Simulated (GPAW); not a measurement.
**Cs2InAgCl6 (Fm-3m): G0W0 on several meshes in GPAW**

How does the mesh move the gap of Cs2InAgCl6 (Fm-3m)?

Main program and level: GPAW 26.7.0; LDA and many-body steps on it, plane waves.

### Step 1. The structure

It takes space group Fm-3m (No. 225, cubic). The conventional cell has a = 10.469 Å, b = 10.469 Å, c = 10.469 Å, α = 90.00°, β = 90.00°, γ = 90.00°. Cs has 12 Cl at 3.70 Å nearest. Nearest to In lie 6 Cl at 2.51 Å. Nearest to Ag lie 6 Cl at 2.72 Å. Cl has 1 In at 2.51 Å and 1 Ag at 2.72 Å and 4 Cs at 3.70 Å nearest. Farther neighbours and most contacts between anions are not listed.

As a file:

```xyz
10
Lattice="0.0000 5.2345 5.2345 5.2345 0.0000 5.2345 5.2345 5.2345 0.0000" Properties=species:S:1:pos:R:3 pbc="T T T"
Cs    2.6173    2.6172    2.6173
Cs    7.8518    7.8517    7.8518
In    0.0000    0.0000    0.0000
Ag    5.2345    5.2345    5.2345
Cl    2.5104    5.2345    5.2345
Cl    5.2345    2.5104    5.2345
Cl    7.9586    5.2345    5.2345
Cl    5.2345    7.9586    5.2345
Cl    5.2345    5.2345    2.5104
Cl    5.2345    5.2345    7.9586
```

The cell and positions come from the Crystallography Open Database and are kept as given unless a step says otherwise. Spin-orbit coupling is left out unless a step names it.

### Step 2. Empty states on the mesh, 2×2×2 mesh, 975 bands

This step: GPAW 26.7.0; DFT, LDA, plane waves, PAW.

The sums over transitions need many empty states on a uniform mesh; this step solves for them.

run.py reads:

```python
import json
import numpy as np
from gpaw.mpi import world
from gpaw import GPAW

calc = GPAW('gs.gpw').fixed_density(kpts={'size': (2, 2, 2), 'gamma': True},
    parallel={'domain': 1, 'band': 1},
    txt='nscf.txt')
calc.diagonalize_full_hamiltonian(nbands=975)
calc.write('full.gpw', mode='all')
res = {}
kpts = calc.get_ibz_k_points()
res['kpts'] = kpts
res['eigenvalues'] = [calc.get_eigenvalues(kpt=k) for k in range(len(kpts))]
res['n_electrons'] = calc.get_number_of_electrons()

if world.rank == 0:
    with open('result.json', 'w') as f:
        json.dump(res, f, default=lambda x: x.tolist())
```

Command:

```
mpirun -n 3 gpaw python run.py
```

Numbers of over 12 decimals in the logs are rounded to 6 here.

The program printed:

```text
Diagonalizing LCAO Hamiltonian
Converting LCAO to pw mode
convergence criteria:
- Maximum integral of absolute [eigenst]ate change: 4e-08 eV^2 / valence electron
maximum number of iterations: 100

SCF iterations
|iter     |     time |      energy | eigst |  dens |
|iter:   1|  |             | +0.37 |       |
|iter:   2|  |             | -0.23 |       |
|iter:   3|  |             | -0.68 |       |
[...]
|iter:  48|  |             | -5.72 |       |
|iter:  49|  |             | -5.97 |       |
[... further lines of this kind ...]
|iter:  56|  |             | -7.41c|       |
SCF steps: 56
  __  _  _
 | _ |_)|_||  |
 |__||  | ||/\| - 26.7.0

Input parameters:
  mode=PW(ecut=450.000000),
  convergence={'density': 1e-06, 'bands': -3},
  gpts=array([40, 40, 40]),
  kpts=MonkhorstPack(size=(2, 2, 2), gamma=True),
  maxiter=100,
  nbands=56,
  occupations=Occupations(name='fermi-dirac', width=0.001, fixmagmom=False),
  parallel={'domain': 1, 'band': 1},
  xc=XC(name='LDA')
Matrix size: 6183x6183
# Writing to full.gpw (mode='all')
  [... matrices ...]

timing:  # [seconds]
  Total: 129.168  # ━━━━━━━━━━━━━━━━━━━━━━━━━━━━━━━━━━━━━━━━━━━━━━━━━━━━━━━━━
```

Elapsed: 2.6 min, on 3 MPI ranks of Intel Xeon Platinum 8559C (Emerald Rapids), shared host; peak memory 8.2 GiB.

Numbers from this step:

```
gap                                                           : 0.8904 eV
k of the valence top                                          : 0, 0, 0
k of the conduction bottom                                    : 0, 0, 0
least direct gap                                              : 0.8904 eV
k points computed                                             : 3
lowest point of the top converged band, above the valence top : 120.4513 eV
```

On this mesh the gap is 0.890 eV.

### Step 3. 2×2×2

G0W0 replaces the xc potential by the self-energy, built once from these orbitals. Only a window of levels is corrected, while the sums run over the empty bands that the input names.

This step: G0W0 on LDA, plane waves, PAW.

run.py reads:

```python
import json
import numpy as np
from gpaw.mpi import world
from gpaw.response.g0w0 import G0W0

gw = G0W0('full.gpw',
    filename='gw',
    kpts=[0],
    bands=(43, 47),
    ecut=39,
    nbands=158,
    integrate_gamma='WS',
    ppa=True)
gw.calculate()
res = {mode: {k: v for k, v in r.items() if k != 'sigma_eskwn'}
       for mode, r in gw.all_results.items()}

if world.rank == 0:
    with open('result.json', 'w') as f:
        json.dump(res, f, default=lambda x: x.tolist())
```

Command:

```
mpirun -n 4 gpaw python run.py
```

The program printed:

```text
Using integrator: PointIntegrator
FrequencyGridDescriptor(from 0.000+0.000j to 0.000+27.211j eV, 2 points)
Nonperiodic BCs:  [False False False]
Using integrator: PointIntegrator
FrequencyGridDescriptor(from 0.000+0.000j to 0.000+27.211j eV, 2 points)
Nonperiodic BCs:  [False False False]
  ___  _ _ _
 |   || | | |
 | | || | | |
 |__ ||_____|
 |___|

BZ k-points: Symmetries present (total): 48

  [... matrices ...]
8 k-points: 2 x 2 x 2 Monkhorst-Pack grid + [1/4,1/4,1/4]
3 k-points in the irreducible part of the Brillouin zone
       k-points in crystal coordinates                weights
   0:     0.00000000    0.00000000    0.00000000          1/8
   1:     0.50000000    0.50000000    0.00000000          3/8
   2:     0.50000000    0.50000000    0.50000000          4/8

Distributing spins, k-points and bands (1 x 1 x 4) over 4 processes
Number of blocks: 1

Quasi particle states:
k-points (IBZ indices): [0]
Band range: (43, 47)
  [... matrices ...]
Computational parameters:
Plane wave cut-off: 39 eV
Number of bands: 158
Coulomb cutoff: None
Broadening: 0.1 eV

fxc modes: GW
Kernel: RPA
Using Godby-Needs plasmon-pole approximation:
  Fitting energy: i*E0, E0 = 1.000 Hartree
Summing all q:

Calculating screened Coulomb potential
No Coulomb truncation
FrequencyGridDescriptor(from 0.000+0.000j to 0.000+27.211j eV, 2 points)
Removing empty qpoint cache files...

Calculating chi0 body with:
    Ground state adapter containing:
    Number of spins: 1
    Number of kpoints: 8
    Number of irreducible kpoints: 3
    Number of completely occupied states: 45
    Number of partially occupied states: 45
    Occupied states memory: 43.9453125 M / cpu

    Linear response parametrization:
    q_c: [0.0, 0.0, 0.0]
    Number of frequency points: 2
    Planewave cutoff: 39.0
    Number of bands: 158
    Number of planewaves: 169
    Broadening (eta): 1e-06
    comm.size: 4
    kncomm.size: 4
    blockcomm.size: 1

    Memory estimate of potentially large arrays:
        chi0_wGG: 0.871613 M / cpu
Integrating chi0 body.

Symmetries of q_c:
    Direct symmetries (Uq -> q): 48
    Indirect symmetries (TUq -> q): 0
In total 48 allowed symmetries.

  [... matrices ...]
3 groups of equivalent kpoints. 62.5% reduction.

Integral kind: response function
Integrating chi0 head and wings.

Symmetries of q_c:
    Direct symmetries (Uq -> q): 48
    Indirect symmetries (TUq -> q): 0
In total 48 allowed symmetries.

  [... matrices ...]
3 groups of equivalent kpoints. 62.5% reduction.

Integral kind: response function wings

Calculating chi0 body with:
    Ground state adapter containing:
    Number of spins: 1
    Number of kpoints: 8
    Number of irreducible kpoints: 3
    Number of completely occupied states: 45
    Number of partially occupied states: 45
    Occupied states memory: 43.9453125 M / cpu

    Linear response parametrization:
[... the further q-points ...]

Results:
f:      Occupation numbers
eps:     KS-eigenvalues [eV]
vxc:     KS vxc [eV]
exx:     Exact exchange [eV]
sigma:   Self-energies [eV]
dsigma:  Self-energy derivatives
Z:       Renormalization factors
qp:      QP-energies [eV]

k-point 0 (0): (0.000, 0.000, 0.000)                GW
band       f     eps     vxc     exx   sigma  dsigma       Z      qp
                                                                   GW
  43   1.000   2.448 -24.313 -28.563   3.749  -0.254   0.798   2.048
  44   1.000   2.448 -24.313 -28.563   3.749  -0.254   0.798   2.049
  45   0.000   3.338 -14.828 -10.155  -2.523  -0.202   0.832   5.126
  46   0.000   7.310  -9.434  -4.767  -3.123  -0.167   0.857   8.633
```

It took 27 s on 4 MPI ranks; peak memory 3 GiB; 1.8 min of CPU time.

This step gave:

* G0W0 gap on the points computed: 3.078 eV
* least direct G0W0 gap on the computed points: 3.078 eV
* Z at the valence top: 0.7977
* Z at the conduction bottom: 0.8317
* starting gap on the mesh: 0.8904 eV
* k of the valence top: 0, 0, 0
* k of the conduction bottom: 0, 0, 0

The gap on the mesh goes from 0.89 eV to 3.08 eV, a correction of +2.19 eV.

### Step 4. Empty states on the mesh, 4×4×4 mesh, 168 bands

This step: DFT, LDA, plane waves, PAW.

run.py reads:

```python
import json
import numpy as np
from gpaw.mpi import world
from gpaw import GPAW

calc = GPAW('gs.gpw').fixed_density(kpts={'size': (4, 4, 4), 'gamma': True},
    nbands=196,
    convergence={'bands': 168},
    txt='nscf.txt')
calc.write('full.gpw', mode='all')
res = {}
kpts = calc.get_ibz_k_points()
res['kpts'] = kpts
res['eigenvalues'] = [calc.get_eigenvalues(kpt=k) for k in range(len(kpts))]
res['n_electrons'] = calc.get_number_of_electrons()

if world.rank == 0:
    with open('result.json', 'w') as f:
        json.dump(res, f, default=lambda x: x.tolist())
```

Command:

```
mpirun -n 4 gpaw python run.py
```

The program printed:

```text
Diagonalizing LCAO Hamiltonian
Converting LCAO to pw mode
convergence criteria:
- Maximum integral of absolute [eigenst]ate change: 4e-08 eV^2 / valence electron
maximum number of iterations: 100

SCF iterations
|iter     |     time |      energy | eigst |  dens |
|iter:   1|  |             | +3.54 |       |
|iter:   2|  |             | +2.35 |       |
|iter:   3|  |             | +1.36 |       |
[...]
|iter:  13|  |             | -7.02 |       |
|iter:  14|  |             | -7.28 |       |
|iter:  15|  |             | -7.86c|       |
SCF steps: 15
  __  _  _
 | _ |_)|_||  |
 |__||  | ||/\| - 26.7.0

Input parameters:
  mode=PW(ecut=450.000000),
  convergence={'bands': 168},
  gpts=array([40, 40, 40]),
  kpts=MonkhorstPack(size=(4, 4, 4), gamma=True),
  maxiter=100,
  nbands=196,
  occupations=Occupations(name='fermi-dirac', width=0.001, fixmagmom=False),
  parallel={},
  xc=XC(name='LDA')
# Writing to full.gpw (mode='all')
  [... matrices ...]

timing:  # [seconds]
  Total: 0.074  # ━━━━━━━━━━━━━━━━━━━━━━━━━━━━━━━━━━━━━━━━━━━━━━━━━━━━━━━━━━━
```

Wall time 52 s (4 MPI ranks); peak memory 1.5 GiB; 3.5 min of CPU time.

Numbers from this step:

- gap: 0.8904 eV
- k of the valence top: 0, 0, 0
- k of the conduction bottom: 0, 0, 0
- least direct gap: 0.8904 eV
- k points computed: 8
- lowest point of the top converged band, above the valence top: 28.83 eV

On this mesh the gap is 0.890 eV.

### Step 5. 4×4×4

This step: G0W0 on LDA, plane waves, PAW.

run.py reads:

```python
import json
import numpy as np
from gpaw.mpi import world
from gpaw.response.g0w0 import G0W0

gw = G0W0('full.gpw',
    filename='gw',
    kpts=[0],
    bands=(43, 47),
    ecut=39,
    nbands=158,
    integrate_gamma='WS',
    ppa=True)
gw.calculate()
res = {mode: {k: v for k, v in r.items() if k != 'sigma_eskwn'}
       for mode, r in gw.all_results.items()}

if world.rank == 0:
    with open('result.json', 'w') as f:
        json.dump(res, f, default=lambda x: x.tolist())
```

Command:

```
mpirun -n 4 gpaw python run.py
```

The program printed:

```text
Using integrator: PointIntegrator
FrequencyGridDescriptor(from 0.000+0.000j to 0.000+27.211j eV, 2 points)
Nonperiodic BCs:  [False False False]
Using integrator: PointIntegrator
FrequencyGridDescriptor(from 0.000+0.000j to 0.000+27.211j eV, 2 points)
Nonperiodic BCs:  [False False False]
  ___  _ _ _
 |   || | | |
 | | || | | |
 |__ ||_____|
 |___|

BZ k-points: Symmetries present (total): 48

  [... matrices ...]
64 k-points: 4 x 4 x 4 Monkhorst-Pack grid + [1/8,1/8,1/8]
8 k-points in the irreducible part of the Brillouin zone
       k-points in crystal coordinates                weights
   0:     0.00000000    0.00000000    0.00000000          1/64
   1:     0.25000000    0.25000000    0.00000000          6/64
   2:     0.25000000    0.25000000    0.25000000          8/64
[...]
6:     0.50000000    0.50000000    0.25000000         24/64
   7:     0.50000000    0.50000000    0.50000000          4/64

Distributing spins, k-points and bands (1 x 1 x 4) over 4 processes
Number of blocks: 1

Quasi particle states:
k-points (IBZ indices): [0]
Band range: (43, 47)
  [... matrices ...]
Computational parameters:
Plane wave cut-off: 39 eV
Number of bands: 158
Coulomb cutoff: None
Broadening: 0.1 eV

fxc modes: GW
Kernel: RPA
Using Godby-Needs plasmon-pole approximation:
  Fitting energy: i*E0, E0 = 1.000 Hartree
Summing all q:

Calculating screened Coulomb potential
No Coulomb truncation
FrequencyGridDescriptor(from 0.000+0.000j to 0.000+27.211j eV, 2 points)
Removing empty qpoint cache files...

Calculating chi0 body with:
    Ground state adapter containing:
    Number of spins: 1
    Number of kpoints: 64
    Number of irreducible kpoints: 8
    Number of completely occupied states: 45
    Number of partially occupied states: 45
    Occupied states memory: 43.9453125 M / cpu

    Linear response parametrization:
    q_c: [0.0, 0.0, 0.0]
    Number of frequency points: 2
    Planewave cutoff: 39.0
    Number of bands: 158
    Number of planewaves: 169
    Broadening (eta): 1e-06
    comm.size: 4
    kncomm.size: 4
    blockcomm.size: 1

    Memory estimate of potentially large arrays:
        chi0_wGG: 0.871613 M / cpu
Integrating chi0 body.

Symmetries of q_c:
    Direct symmetries (Uq -> q): 48
    Indirect symmetries (TUq -> q): 0
In total 48 allowed symmetries.

  [... matrices ...]
8 groups of equivalent kpoints. 87.5% reduction.

Integral kind: response function
Integrating chi0 head and wings.

Symmetries of q_c:
    Direct symmetries (Uq -> q): 48
    Indirect symmetries (TUq -> q): 0
In total 48 allowed symmetries.

  [... matrices ...]
8 groups of equivalent kpoints. 87.5% reduction.

Integral kind: response function wings

Calculating chi0 body with:
    Ground state adapter containing:
    Number of spins: 1
    Number of kpoints: 64
    Number of irreducible kpoints: 8
    Number of completely occupied states: 45
    Number of partially occupied states: 45
    Occupied states memory: 43.9453125 M / cpu

    Linear response parametrization:
[... the further q-points ...]

Results:
f:      Occupation numbers
eps:     KS-eigenvalues [eV]
vxc:     KS vxc [eV]
exx:     Exact exchange [eV]
sigma:   Self-energies [eV]
dsigma:  Self-energy derivatives
Z:       Renormalization factors
qp:      QP-energies [eV]

k-point 0 (0): (0.000, 0.000, 0.000)                GW
band       f     eps     vxc     exx   sigma  dsigma       Z      qp
                                                                   GW
  43   1.000   2.448 -24.313 -28.446   3.684  -0.256   0.796   2.090
  44   1.000   2.448 -24.313 -28.446   3.684  -0.256   0.796   2.090
  45   0.000   3.338 -14.828 -10.345  -2.375  -0.200   0.833   5.093
  46   0.000   7.310  -9.434  -4.788  -3.067  -0.165   0.858   8.666
```

Run time: 3 min. Hardware: 4 MPI ranks; peak memory 5 GiB.

Numbers from this step:

```
G0W0 gap on the points computed              : 3.003 eV
least direct G0W0 gap on the computed points : 3.003 eV
Z at the valence top                         : 0.7964
Z at the conduction bottom                   : 0.8330
starting gap on the mesh                     : 0.8904 eV
k of the valence top                         : 0, 0, 0
k of the conduction bottom                   : 0, 0, 0
```

Against G0W0 in GPAW (2×2×2 mesh, 158 bands, screening to 39 eV, Godby-Needs plasmon pole), the gap moves by −0.075 eV.

### Step 6. The runs together

Times are wall times on 4 MPI ranks of Intel Xeon Platinum 8559C (Emerald Rapids), shared host, good to a factor of about two.

| run | mesh | bands | screening cutoff (eV) | DFT gap (eV) | gap on the mesh (eV) | direct (eV) | time |
| --- | --- | --- | --- | --- | --- | --- | --- |
| 2×2×2 | 2×2×2 | 158 | 39 | 0.890 | 3.078 | 3.078 | 27 s |
| 4×4×4 | 4×4×4 | 158 | 39 | 0.890 | 3.003 | 3.003 | 3 min |

### Step 7. Results

```json
{
 "2×2×2": "3.078 eV",
 "4×4×4": "3.003 eV",
 "known limits": "not at the basis limit; d shell near the gap, gap tends to lie low; no spin-orbit coupling; coarse k mesh"
}
```

What this shows: 4×4×4: −0.075 eV against 2×2×2. Bands and cutoff are finite, so the gap is not at the basis limit. The miss can reach some tenths of an eV and take either sign; the mesh is an error of its own. These stock PAW sets were not made for GW. In the G0W0 runs levels were corrected at 1 k point alone, so a gap called «on the mesh» is the least over those, and an edge elsewhere would be missed. The 2×2×2 mesh is coarse for this cell, which bears on the long-range parts of exchange and screening. Mesh or cutoff lie under what a gap needs, so these runs test behaviour and cost; their gaps are not to be quoted. A d shell, filled or nearly so, lies near the gap. One-shot GW converges very slowly in bands there, not always from below, and on a semilocal start the gap tends to come out low; starts rich in exact exchange can overshoot instead. The many-body steps are scalar-relativistic: spin-orbit coupling is not in them.

[Paths, hosts, dates, memory and timing lines, banners, echoed tables and standing remarks are left out of the program output.]

[Logs are printed without paths, hosts, clocks, repeated set-up lines and the standing remarks that a program may print on its own settings, such as how far it seeks lower states.]

[Runs of the session that timed out or met a known fault of the program may be left out.]

[Hosts, paths, dates, database ids (printed as entryN), source tags and the programs' standing remarks are cut or masked in the printed files.]
